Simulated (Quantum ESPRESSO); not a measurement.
# AlRu (Pm-3m): from the cell to the phonon bands, part 4 of 4

How does AlRu (Pm-3m) vibrate, and is this structure a minimum?

Quantum ESPRESSO 7.5; DFT PBE, scalar-relativistic, plane waves, GBRV ultrasoft pseudopotentials.

So far, highest frequency (cm⁻¹): step 9 (dispersion) 346.

### 12. A frozen mode

The atoms are moved along one mode, by 0.015 Å at most in any Cartesian component, and the restoring forces give its frequency without the response code: a check of the response kernel of this functional.

The input, frozen.in:

```
&CONTROL
  calculation = 'scf'
  prefix      = 'x'
  outdir      = './tmp'
  pseudo_dir  = './pseudo'
  tprnfor     = .true.
/
&SYSTEM
  ibrav       = 0
  nat         = 2
  ntyp        = 2
  ecutwfc     = 40.0
  ecutrho     = 240.0
  occupations = 'smearing'
  smearing    = 'mv'
  degauss     = 0.02
/
&ELECTRONS
  conv_thr         = 1.0d-11
  mixing_beta      = 0.7
  electron_maxstep = 100
/
ATOMIC_SPECIES
 Al     26.9815  Al.upf
 Ru    101.0700  Ru.upf
CELL_PARAMETERS angstrom
     3.002501507    0.000000000    0.000000000
     0.000000000    3.002501507    0.000000000
     0.000000000    0.000000000    3.002501507
ATOMIC_POSITIONS crystal
 Al     0.000000000   0.004995834   0.000000000
 Ru     0.500000000   0.498666374   0.500000000
K_POINTS automatic
 12 12 12 0 0 0
```

Command:

```console
OMP_NUM_THREADS=1 mpirun -n 4 pw.x -nk 4 -in frozen.in > frozen.out
```

The log of the run:

```text
[banner, memory and clock lines left out]
Program PWSCF v.7.5

     Message from routine setup:
     using ibrav=0 with symmetry is DISCOURAGED, use correct ibrav instead

     G-vector sticks info

     bravais-lattice index     =            0
     lattice parameter (alat)  =       5.6739  a.u.
     unit-cell volume          =     182.6612 (a.u.)^3
     number of atoms/cell      =            2
     number of atomic types    =            2
     number of electrons       =        19.00
     number of Kohn-Sham states=           14
     kinetic-energy cutoff     =      40.0000  Ry
     charge density cutoff     =     240.0000  Ry
     scf convergence threshold =      1.0E-11
     mixing beta               =       0.7000
     number of iterations used =            8  plain     mixing
     Exchange-correlation= SLA  PW   PBE  PBE
                           (   1   4   3   4   0   0   0)

     celldm(1)=   5.673906  celldm(2)=   0.000000  celldm(3)=   0.000000
     celldm(4)=   0.000000  celldm(5)=   0.000000  celldm(6)=   0.000000

     crystal axes: (cart. coord. in units of alat)
               a(1) = (   1.000000   0.000000   0.000000 )
               a(2) = (   0.000000   1.000000   0.000000 )
               a(3) = (   0.000000   0.000000   1.000000 )

     reciprocal axes: (cart. coord. in units 2 pi/alat)
               b(1) = (  1.000000  0.000000  0.000000 )
               b(2) = (  0.000000  1.000000  0.000000 )
               b(3) = (  0.000000  0.000000  1.000000 )

     PseudoPot. # 1 for Al read from file:
     ./pseudo/Al.upf
     Pseudo is Ultrasoft + core correction, Zval =  3.0
     Using radial grid of  893 points,  3 beta functions with:
                l(1) =   0
                l(2) =   1
                l(3) =   2
     Q(r) pseudized with  8 coefficients,  rinner =    0.900   0.900   0.900
                                                       0.900   0.900

     PseudoPot. # 2 for Ru read from file:
     ./pseudo/Ru.upf
     Pseudo is Ultrasoft + core correction, Zval = 16.0
     Using radial grid of  967 points,  6 beta functions with:
                l(1) =   0
                l(2) =   0
                l(3) =   1
                l(4) =   1
                l(5) =   2
                l(6) =   2
     Q(r) pseudized with  8 coefficients,  rinner =    1.300   1.300   1.300
                                                       1.300   1.300

     atomic species   valence    mass     pseudopotential
     Al                3.00    26.98150     Al( 1.00)
     Ru               16.00   101.07000     Ru( 1.00)

      8 Sym. Ops. (no inversion) found

   Cartesian axes

     site n.     atom                  positions (alat units)
         1        Al     tau(   1) = (   0.0000000   0.0049958   0.0000000  )
         2        Ru     tau(   2) = (   0.5000000   0.4986664   0.5000000  )

     number of k points=   196  Marzari-Vanderbilt smearing, width (Ry)=  0.0200

     Number of k-points >= 100: set verbosity='high' to print them.

     Dense  grid:    11459 G-vectors     FFT dimensions: (  27,  27,  27)

     Smooth grid:     6235 G-vectors     FFT dimensions: (  24,  24,  24)

     Initial potential from superposition of free atoms

     starting charge      17.9975, renormalised to      19.0000

     negative rho (up, down):  6.340E-02 0.000E+00
     Starting wfcs are   17 randomized atomic wfcs

     per-process dynamical memory:    22.5 Mb

     Self-consistent Calculation

     iteration #  1     ecut=    40.00 Ry     beta= 0.70
     Davidson diagonalization with overlap
     ethr =  1.00E-02,  avg # of iterations =  3.7

     negative rho (up, down):  6.292E-02 0.000E+00

     total energy              =    -199.82368769 Ry
     estimated scf accuracy    <       2.22997092 Ry

     iteration #  2     ecut=    40.00 Ry     beta= 0.70
     Davidson diagonalization with overlap
     ethr =  1.00E-02,  avg # of iterations =  2.1

     negative rho (up, down):  6.183E-02 0.000E+00

     total energy              =    -200.04202728 Ry
     estimated scf accuracy    <       6.16819886 Ry

     iteration #  3     ecut=    40.00 Ry     beta= 0.70
     Davidson diagonalization with overlap
     ethr =  1.00E-02,  avg # of iterations =  2.0

     negative rho (up, down):  6.119E-02 0.000E+00

     total energy              =    -201.05712159 Ry
     estimated scf accuracy    <       0.01005626 Ry

     iteration #  4     ecut=    40.00 Ry     beta= 0.70
     Davidson diagonalization with overlap
     ethr =  5.29E-05,  avg # of iterations =  2.9

     negative rho (up, down):  6.144E-02 0.000E+00

     total energy              =    -201.05853114 Ry
     estimated scf accuracy    <       0.00180138 Ry

     iteration #  5     ecut=    40.00 Ry     beta= 0.70
     Davidson diagonalization with overlap
     ethr =  9.48E-06,  avg # of iterations =  2.2

     negative rho (up, down):  6.157E-02 0.000E+00

     total energy              =    -201.05883944 Ry
     estimated scf accuracy    <       0.00005850 Ry

     iteration #  6     ecut=    40.00 Ry     beta= 0.70
     Davidson diagonalization with overlap
     ethr =  3.08E-07,  avg # of iterations =  2.5

     negative rho (up, down):  6.157E-02 0.000E+00

     total energy              =    -201.05884995 Ry
     estimated scf accuracy    <       0.00000018 Ry

     iteration #  7     ecut=    40.00 Ry     beta= 0.70
     Davidson diagonalization with overlap
     ethr =  9.22E-10,  avg # of iterations =  4.5

     negative rho (up, down):  6.158E-02 0.000E+00

     total energy              =    -201.05885015 Ry
     estimated scf accuracy    <       0.00000031 Ry

     iteration #  8     ecut=    40.00 Ry     beta= 0.70
     Davidson diagonalization with overlap
     ethr =  9.22E-10,  avg # of iterations =  2.0

     negative rho (up, down):  6.159E-02 0.000E+00

     total energy              =    -201.05885016 Ry
     estimated scf accuracy    <       0.00000004 Ry

     iteration #  9     ecut=    40.00 Ry     beta= 0.70
     Davidson diagonalization with overlap
     ethr =  1.90E-10,  avg # of iterations =  2.0

     negative rho (up, down):  6.159E-02 0.000E+00

     total energy              =    -201.05885017 Ry
     estimated scf accuracy    <          2.4E-10 Ry

     iteration # 10     ecut=    40.00 Ry     beta= 0.70
     Davidson diagonalization with overlap
     ethr =  1.26E-12,  avg # of iterations =  3.0

     negative rho (up, down):  6.159E-02 0.000E+00

     total energy              =    -201.05885017 Ry
     estimated scf accuracy    <          2.0E-09 Ry

     iteration # 11     ecut=    40.00 Ry     beta= 0.70
     Davidson diagonalization with overlap
     ethr =  1.26E-12,  avg # of iterations =  3.0

     negative rho (up, down):  6.159E-02 0.000E+00

     total energy              =    -201.05885017 Ry
     estimated scf accuracy    <          3.2E-11 Ry

     iteration # 12     ecut=    40.00 Ry     beta= 0.70
     Davidson diagonalization with overlap
     ethr =  1.69E-13,  avg # of iterations =  1.2

     negative rho (up, down):  6.159E-02 0.000E+00

     End of self-consistent calculation

     Number of k-points >= 100: set verbosity='high' to print the bands.

     the Fermi energy is    15.9673 ev

!    total energy              =    -201.05885017 Ry
     estimated scf accuracy    <          7.8E-12 Ry
     smearing contrib. (-TS)   =       0.00144250 Ry
     internal energy E=F+TS    =    -201.06029267 Ry

     The total energy is F=E-TS. E is the sum of the following terms:
     one-electron contribution =     -70.09005605 Ry
     hartree contribution      =      45.53208455 Ry
     xc contribution           =     -30.41923501 Ry
     ewald contribution        =    -146.08308615 Ry

     convergence has been achieved in  12 iterations

     negative rho (up, down):  6.159E-02 0.000E+00

     Forces acting on atoms (cartesian axes, Ry/au):

     atom    1 type  1   force =     0.00000000   -0.00555666    0.00000000
     atom    2 type  2   force =     0.00000000    0.00555666    0.00000000

     Total force =     0.007858     Total SCF correction =     0.000001

     XML data file, charge density, pseudopotentials, collected wavefunctions
```

The job ended after 13 s (4 MPI ranks of Intel Xeon Platinum 8259CL at 2.50GHz (Skylake/Cascade Lake), shared host).

Read from the output:

- frequency from the forces: 309.8 cm⁻¹
- frequency from linear response: 309.7 cm⁻¹

The forces give 309.8 cm⁻¹ against 309.7 cm⁻¹ from linear response after the sum rule.

### 13. Summary of results

```json
{"space group after relaxation": "Pm-3m", "volume per atom": "13.5 Å³", "highest optical zone-centre mode (no LO-TO term)": "309.7 cm⁻¹", "q mesh": "3×3×3", "lowest mode on the q mesh (acoustic ones at the zone centre apart)": "99.1 cm⁻¹", "zero-point energy per atom": "42.9 meV", "heat capacity at 300 K": "22.3 J/(mol atoms K)", "vibrational entropy at 300 K": "26.0 J/(mol atoms K)", "imaginary modes on the q mesh": "none"}
```

In words: AlRu (Pm-3m) is dynamically stable on the 3×3×3 mesh; its spectrum reaches 346 cm⁻¹. At the PBE level the optical modes of AlRu (Pm-3m) at the zone centre lie at 310 cm⁻¹. Along axes with an odd number of divisions the mesh misses the zone-boundary points at one half, where instabilities often lie; those are only interpolated. These are harmonic frequencies at zero temperature: anharmonic shifts and linewidths and thermal expansion are left out. In a metal the frequencies hang on the k mesh and the smearing, most of all near Kohn anomalies. The runs are without spin polarisation, although the cell has an odd electron count or an open d or f shell, so a magnetic state was not tested. The λ that matdyn.x prints is not taken as a result: on such q meshes it can be far off, most of all in cells of several atoms.

[Host names and launcher messages were left out of these logs when they were recorded.]

[Logs are printed without paths, hosts, clocks, repeated set-up lines and the standing remarks that a program may print on its own settings, such as how far it seeks lower states.]

[Hosts, paths, dates, database ids (printed as entryN), source tags and the programs' standing remarks are cut or masked in the printed files.]
